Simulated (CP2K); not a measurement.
The O K edge of acrylamide was computed by TDDFT (CP2K XAS_TDP, aug-cc-pVDZ, TDA) at these levels: PBE0, PBEh(45%) and PBEh(45%) + GW2X. The first three lines of O5 (bonded to C) with a strength over 0.0015, energy in eV and strength:

```tsv
run	first	second	third
1	518.73 (0.020)	521.95 (0.010)	523.92 (0.002)
2	526.97 (0.030)	531.14 (0.002)	531.18 (0.007)
3	531.62 (0.030)	535.79 (0.002)	535.83 (0.007)
```

Question: Which run is which?

Run 1: PBE0 (25 % exact exchange). Run 2: PBEh(45%) (45 % exact exchange). Run 3: PBEh(45%) + GW2X (45 % exact exchange). Self-interaction lifts the core level, so the uncorrected lines rise with the share of exact exchange. The GW2X run keeps the spacings of its parent: 4.17 eV between the first two lines in run 3, 4.17 eV in run 2. Its shift is +4.65 eV, since the Kohn–Sham level at this share of exchange lies that far above the quasiparticle level.

[Banner, clock and machine lines of the logs are left out without a mark of their own.]

[Logs are printed without paths, hosts, clocks, repeated set-up lines and the standing remarks that a program may print on its own settings, such as how far it seeks lower states.]

[Hosts, paths, dates, database ids (printed as entryN), source tags and the programs' standing remarks are cut or masked in the printed files.]
